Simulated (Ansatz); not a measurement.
**Phonons of Ba (P6/mmm, 1 atom in the cell) against volume**

Aim: how the phonons of Ba (P6/mmm, 1 atom in the cell) shift with volume, and the thermal expansion that follows.

Calculated with Ansatz 0.2.0; DFT PBEsol+D3(BJ), scalar-relativistic, plane waves, PAW.

This is a report of a sequence of runs, with most program output left out.

This is not the structure that Ba takes at ambient pressure and room temperature (bcc); it is a model or a phase of other conditions.

In doubt: the dispersion correction can have small steps in the geometry for these elements (in some of the runs), which bears on fits and elastic values.

### 1. Starting point

The structure is hexagonal, space group P6/mmm (No. 191). Conventional cell: a = 3.984 Å, b = 3.984 Å, c = 3.684 Å, α = 90.00°, β = 90.00°, γ = 120.00°. Nearest to Ba lie 8 Ba at 3.68 to 3.98 Å.

### 2. Phonons on a q mesh

The cell comes from relaxations at this level that are not shown. Stability and thermal properties need the whole zone. Linear response on a 3×3×4 q mesh gives force constants as far as a supercell of that size would.

input.yaml reads:

```yaml
crystal:
  lattice:
    - [3.9837857965, 0.0, 0.0]
    - [-1.9918928983, 3.450059703, 0.0]
    - [0.0, 0.0, 3.684464493]
  atoms:
    - { symbol: Ba, position: [0.0, 0.0, 0.0] }
kpoints:
  mp_grid: { grid: [12, 12, 12] }
hamiltonian:
  xc: pbesol
  dispersion: d3bj
scf:
  occupations: { method: methfessel_paxton, width: 0.15 }
output:
  eigenvalues: true
phonons:
  method: dfpt
  qmesh: [3, 3, 4]
  temperatures: { t_max: 1000, t_step: 50 }
  qpath:
    path:
      - [[0.0, 0.0, 0.0], [0.5, 0.0, 0.0], [0.33333333, 0.33333333, 0.0], [0.0, 0.0, 0.0], [0.0, 0.0, 0.5], [0.5, 0.0, 0.5], [0.33333333, 0.33333333, 0.5], [0.0, 0.0, 0.5]]
      - [[0.5, 0.0, 0.5], [0.5, 0.0, 0.0]]
      - [[0.33333333, 0.33333333, 0.5], [0.33333333, 0.33333333, 0.0]]
    npoints: 10
```

The run is started by

```bash
$ ansatz run input.yaml --threads 4 --pin off --max-ram 7168MiB --backend cpu --events-out ev --progress --plain --runs-dir out
```

Elapsed: 5.2 min, on 4 threads of Arm Neoverse N1, shared host; peak memory 1.4 GiB; 12 min of CPU time.

Numbers from this step:

```
volume per atom                                         : 50.64 Å³
gap on the k-mesh                                       : 0 eV
sum-rule residual before enforcement                    : 2.04e-4 eV/Å²
lowest frequency on the path                            : -36.10 cm⁻¹
highest frequency on the path or at a solved wavevector : 83.7 cm⁻¹
lowest mode on the q mesh (acoustic modes at Γ apart)   : -36.1 cm⁻¹
```

Frequencies (cm⁻¹) solved at each irreducible wavevector; negative means imaginary. Frequencies by wavevector, by row:

| q in reciprocal lattice units | star | mode 1 | mode 2 | mode 3 |
| --- | --- | --- | --- | --- |
| 0 0 0 | 1 | 0 | 0 | 0 |
| 0 0 0.25 | 2 | -19.7 | -19.7 | 55.6 |
| 0 0 -0.5 | 1 | -31.8 | -31.8 | 58 |
| 0 0.3333 0 | 6 | -24.1 | 43.8 | 72.3 |
| 0 0.3333 0.25 | 12 | 28 | 41.2 | 67.7 |
| 0 0.3333 -0.5 | 6 | -15.9 | 55.2 | 62.5 |
| 0.3333 0.3333 0 | 2 | -36.1 | 74.1 | 74.1 |
| 0.3333 0.3333 0.25 | 4 | 37.4 | 66.4 | 66.4 |
| 0.3333 0.3333 -0.5 | 2 | 59.4 | 62.6 | 62.6 |

Symmetry leaves 9 wavevectors to solve. The lowest mode among them, the acoustic zeros apart, lies at q = (0.333, 0.333, 0) and is imaginary, 36.1i cm⁻¹, so the energy falls along it.

### 3. Relaxing at another volume, volume ratio 0.97

The volume is scaled by 0.97 and held, while shape and atoms relax as far as symmetry allows. The modes can then be followed against volume.

input.yaml, the sections that differ from step 2:

```yaml
crystal:
  lattice:
    - [3.9435427845, 0.0, 0.0]
    - [-1.9717713923, 3.4152082323, 0.0]
    - [0.0, 0.0, 3.6472451353]
  atoms:
    - { symbol: Ba, position: [0.0, 0.0, 0.0] }
output:
  forces: true
  stress: true
  eigenvalues: true
relax:
  adjacent_minimum: "off"
  f_tol: 0.001
  max_steps: 60
  cell: { stress_tol: 0.01, fix: [volume] }
# kpoints, hamiltonian, scf: as in step 2
# phonons: removed
```

It took 12 s on 4 threads; peak memory 0.38 GiB; 24 s of CPU time.

Little changed from the start: no atom moved by 0.005 Å and no cell edge by 0.1 %.

Numbers from this step:

| Property | Result |
| --- | --- |
| pressure | 0.2621 GPa |
| volume per atom | 49.12 Å³ |

### 4. Phonons at the other volume, volume ratio 0.97

The phonons are repeated at this volume on the same k and q meshes.

input.yaml reads:

```yaml
crystal:
  lattice:
    - [3.9438069199, 0.0, 0.0]
    - [-1.97190346, 3.4154369803, 0.0]
    - [0.0, 0.0, 3.6467566051]
  atoms:
    - { symbol: Ba, position: [0.0, 0.0, 0.0] }
kpoints:
  mp_grid: { grid: [12, 12, 12] }
hamiltonian:
  xc: pbesol
  dispersion: d3bj
scf:
  occupations: { method: methfessel_paxton, width: 0.15 }
output:
  eigenvalues: true
phonons:
  method: dfpt
  qmesh: [3, 3, 4]
  temperatures: { t_max: 1000, t_step: 50 }
  qpath:
    path:
      - [[0.0, 0.0, 0.0], [0.5, 0.0, 0.0], [0.33333333, 0.33333333, 0.0], [0.0, 0.0, 0.0], [0.0, 0.0, 0.5], [0.5, 0.0, 0.5], [0.33333333, 0.33333333, 0.5], [0.0, 0.0, 0.5]]
      - [[0.5, 0.0, 0.5], [0.5, 0.0, 0.0]]
      - [[0.33333333, 0.33333333, 0.5], [0.33333333, 0.33333333, 0.0]]
    npoints: 10
```

It took 5.5 min on 4 threads; peak memory 1.3 GiB; 12 min of CPU time.

Numbers from this step:

```
sum-rule residual before enforcement                    : 4.77e-5 eV/Å²
lowest frequency on the path                            : -35.84 cm⁻¹
highest frequency on the path or at a solved wavevector : 84.9 cm⁻¹
lowest mode on the q mesh (acoustic modes at Γ apart)   : -35.84 cm⁻¹
```

Frequencies (cm⁻¹) solved at each irreducible wavevector; negative means imaginary. Frequencies by wavevector, by row:

| q in reciprocal lattice units | star | mode 1 | mode 2 | mode 3 |
| --- | --- | --- | --- | --- |
| 0 0 0 | 1 | 0 | 0 | 0 |
| 0 0 0.25 | 2 | -19.1 | -19.1 | 56.4 |
| 0 0 -0.5 | 1 | -31.8 | -31.8 | 56 |
| 0 0.3333 0 | 6 | -23.1 | 44.5 | 73.5 |
| 0 0.3333 0.25 | 12 | 27.6 | 40.3 | 67.3 |
| 0 0.3333 -0.5 | 6 | -17.6 | 51.8 | 61.7 |
| 0.3333 0.3333 0 | 2 | -35.8 | 74.7 | 74.7 |
| 0.3333 0.3333 0.25 | 4 | 34.5 | 65.7 | 65.7 |
| 0.3333 0.3333 -0.5 | 2 | 56.4 | 62.4 | 62.4 |

The highest frequency on the path or at a solved wavevector is 84.9 cm⁻¹, +1.2 cm⁻¹ against the base run.

### 5. Relaxing at another volume, volume ratio 1.03

The volume is scaled by 1.03 and held, while shape and atoms relax as far as symmetry allows. The modes can then be followed against volume.

input.yaml, the sections that differ from step 4:

```yaml
crystal:
  lattice:
    - [4.0232317856, 0.0, 0.0]
    - [-2.0116158928, 3.4842209316, 0.0]
    - [0.0, 0.0, 3.7209467121]
  atoms:
    - { symbol: Ba, position: [0.0, 0.0, 0.0] }
output:
  forces: true
  stress: true
  eigenvalues: true
relax:
  adjacent_minimum: "off"
  f_tol: 0.001
  max_steps: 60
  cell: { stress_tol: 0.01, fix: [volume] }
# kpoints, hamiltonian, scf: as in step 4
# phonons: removed
```

Elapsed: 11 s, on 4 threads; peak memory 0.38 GiB; 18 s of CPU time.

Little changed from the start: no atom moved by 0.005 Å and no cell edge by 0.1 %.

This step gave:

* pressure: -0.2432 GPa
* volume per atom: 52.16 Å³

### 6. Phonons at the other volume, volume ratio 1.03

input.yaml, the sections that differ from step 5:

```yaml
output:
  eigenvalues: true
phonons:
  method: dfpt
  qmesh: [3, 3, 4]
  temperatures: { t_max: 1000, t_step: 50 }
  qpath:
    path:
      - [[0.0, 0.0, 0.0], [0.5, 0.0, 0.0], [0.33333333, 0.33333333, 0.0], [0.0, 0.0, 0.0], [0.0, 0.0, 0.5], [0.5, 0.0, 0.5], [0.33333333, 0.33333333, 0.5], [0.0, 0.0, 0.5]]
      - [[0.5, 0.0, 0.5], [0.5, 0.0, 0.0]]
      - [[0.33333333, 0.33333333, 0.5], [0.33333333, 0.33333333, 0.0]]
    npoints: 10
# crystal, kpoints, hamiltonian, scf: as in step 5
# relax: removed
```

Run time: 8.1 min. Hardware: 4 threads; peak memory 1.4 GiB; 13 min of CPU time.

This step gave:

| Property | Result |
| --- | --- |
| sum-rule residual before enforcement | 4.45e-5 eV/Å² |
| lowest frequency on the path | -36.32 cm⁻¹ |
| highest frequency on the path or at a solved wavevector | 82.3 cm⁻¹ |
| lowest mode on the q mesh (acoustic modes at Γ apart) | -36.32 cm⁻¹ |

The highest frequency on the path or at a solved wavevector is 82.3 cm⁻¹, -1.4 cm⁻¹ against the base run.

### 7. Grüneisen parameters

The Grüneisen parameter of a mode is minus the logarithmic change of its frequency with volume, −d ln ω / d ln V; weighted by heat capacity it gives the expansion.

Numbers from this step:

* bulk modulus: 8.4 GPa

Phonon branches along the path, in cm⁻¹:

| point | branch 1 | branch 2 | branch 3 |
| --- | --- | --- | --- |
| Γ | 0 | 0 | 0 |
| halfway | -18 | 36 | 59 |
| M | -30 | 51 | 84 |
| halfway | -33 | 60 | 81 |
| K | -36 | 74 | 74 |
| halfway | -22 | 43 | 64 |
| Γ | 0 | 0 | 0 |
| halfway | -20 | -20 | 56 |
| A | -32 | -32 | 58 |
| halfway | -25 | 47 | 55 |
| L | 14 | 56 | 76 |
| halfway | 39 | 58 | 73 |
| H | 59 | 63 | 63 |
| halfway | -8 | 52 | 56 |
| A | -32 | -32 | 58 |
| jump to L | 14 | 56 | 76 |
| halfway | 36 | 40 | 77 |
| M | -30 | 51 | 84 |
| jump to H | 59 | 63 | 63 |
| halfway | 37 | 66 | 66 |
| K | -36 | 74 | 74 |

The same for volume x 0.97:

| point | branch 1 | branch 2 | branch 3 |
| --- | --- | --- | --- |
| Γ | 0 | 0 | 0 |
| M | -29 | 52 | 85 |
| K | -36 | 75 | 75 |
| Γ | 0 | 0 | 0 |
| A | -32 | -32 | 56 |
| L | 12 | 52 | 75 |
| H | 56 | 62 | 62 |
| A | -32 | -32 | 56 |
| L | 12 | 52 | 75 |
| M | -29 | 52 | 85 |
| H | 56 | 62 | 62 |
| K | -36 | 75 | 75 |

The same for volume x 1.03:

| point | branch 1 | branch 2 | branch 3 |
| --- | --- | --- | --- |
| Γ | 0 | 0 | 0 |
| M | -31 | 50 | 82 |
| K | -36 | 73 | 73 |
| Γ | 0 | 0 | 0 |
| A | -32 | -32 | 59 |
| L | 16 | 59 | 76 |
| H | 62 | 63 | 63 |
| A | -32 | -32 | 59 |
| L | 16 | 59 | 76 |
| M | -31 | 50 | 82 |
| H | 62 | 63 | 63 |
| K | -36 | 73 | 73 |

### 8. What came out

```yaml
bulk_modulus: 8.4 GPa
```

In words: No expansion is given, because modes are imaginary at one volume or more. Branches are matched by rank, so values near crossings are rough. With no gap, or one that is small against the smearing, the frequencies hang on the k mesh and the smearing, most of all near Kohn anomalies. Spin-orbit coupling is left out, which can matter for the heavy elements here. A phonon run warned that its eigensolver left some bands unconverged in a pass. In the phonons the program treats the change of the C6 weights of the dispersion term with coordination only in part.

[Logs are printed without paths, hosts, clocks, repeated set-up lines and the standing remarks that a program may print on its own settings, such as how far it seeks lower states.]

[Hosts, paths, dates, database ids (printed as entryN), source tags and the programs' standing remarks are cut or masked in the printed files.]
